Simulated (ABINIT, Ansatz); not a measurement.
Computed results, one entry a study.

### Be3N2 (R3m): G0W0 with ABINIT, start to end

Symmetry: R3m, No. 160, trigonal system. The conventional cell has a = 2.840 Å, b = 2.840 Å, c = 14.599 Å, α = 90.00°, β = 90.00°, γ = 120.00°. Nearest to Be lie 3 N at 1.65 Å. Nearest to Be lie 4 N at 1.66 to 1.84 Å. Nearest to Be lie 4 N at 1.68 to 1.78 Å. N has 5 Be at 1.65 to 1.68 Å nearest. Nearest to N lie 6 Be at 1.78 to 1.84 Å. Farther neighbours, and contacts between anions beyond the nearest, are not listed.

```xyz
5
Lattice="1.4198 0.8197 4.8662 -1.4198 0.8197 4.8662 0.0000 -1.6394 4.8662" Properties=species:S:1:pos:R:3 pbc="T T T"
Be    0.0000    0.0000   12.5403
Be    0.0000    0.0000    4.6379
Be    0.0000    0.0000    1.2965
N     0.0000    0.0000    2.9805
N     0.0000    0.0000   10.3422
```

```
method               : RPA screening on LDA, plane waves, norm-conserving pseudopotentials (and 2 further levels or steps)
program              : ABINIT 10.8.3
settings             : cutoff 38 Ha, PseudoDojo scalar-relativistic 0.4.1 standard, norm-conserving, ngkpt (4, 4, 4), nband 112, ecuteps 8 Ha, inclvkb 2, shiftk (0, 0, 0), symchi 1, awtr 1, frequency ppm, 4×4×4 k-mesh
cost                 : 5 runs, 4.3 min in all on 4 MPI ranks of Arm Neoverse V2, shared host
notes                : The program’s warnings: nkpt*nsppol () is not a multiple of nproc spkpt (). The cell and positions are those that the Materials Project relaxed with its own functionals (PBE, PBE+U or r2SCAN), kept fixed.
LDA gap              : 2.73 eV, indirect
G0W0 gap on the mesh : 4.30 eV
GW settings          : 4×4×4 mesh, 112 bands, screening to 217.7 eV, Godby-Needs plasmon pole
known limits         : short of the basis limit
```

G0W0 moves the gap on the mesh from 2.73 eV to 4.30 eV (+1.56 eV), with Z of 0.80 and 0.84 at the edges. Local fields lower the RPA ε∞ on this mesh from 5.19 to 4.76.

[Long decimals in the printed logs are rounded to 6 places.]

[Logs are printed without paths, hosts, clocks, repeated set-up lines and the standing remarks that a program may print on its own settings, such as how far it seeks lower states.]

[Paths, hosts, dates, memory and timing lines, banners, echoed tables and standing remarks are left out of the program output; an Ansatz launch command may be rebuilt from the run's recorded settings. Measured values are a selection of at most five: reports struck by readers or far from the other reports are left out. None is set beside runs whose start may be inverted or whose files or cutoffs have a known fault.]

[Runs of the session that timed out or met a known fault of the program may be left out.]

[Hosts, paths, dates, database ids (printed as entryN), source tags and the programs' standing remarks are cut or masked in the printed files.]

[G0W0 gaps are taken among the corrected bands and points alone; a level outside them can change the order at an edge.]

[Where Ansatz stands beside ABINIT at settings called matched, ABINIT's density can come from a denser mesh and the files from another edition; pairs whose starting gaps differed by over 0.03 eV were left out, so agreement reads better than it is.]
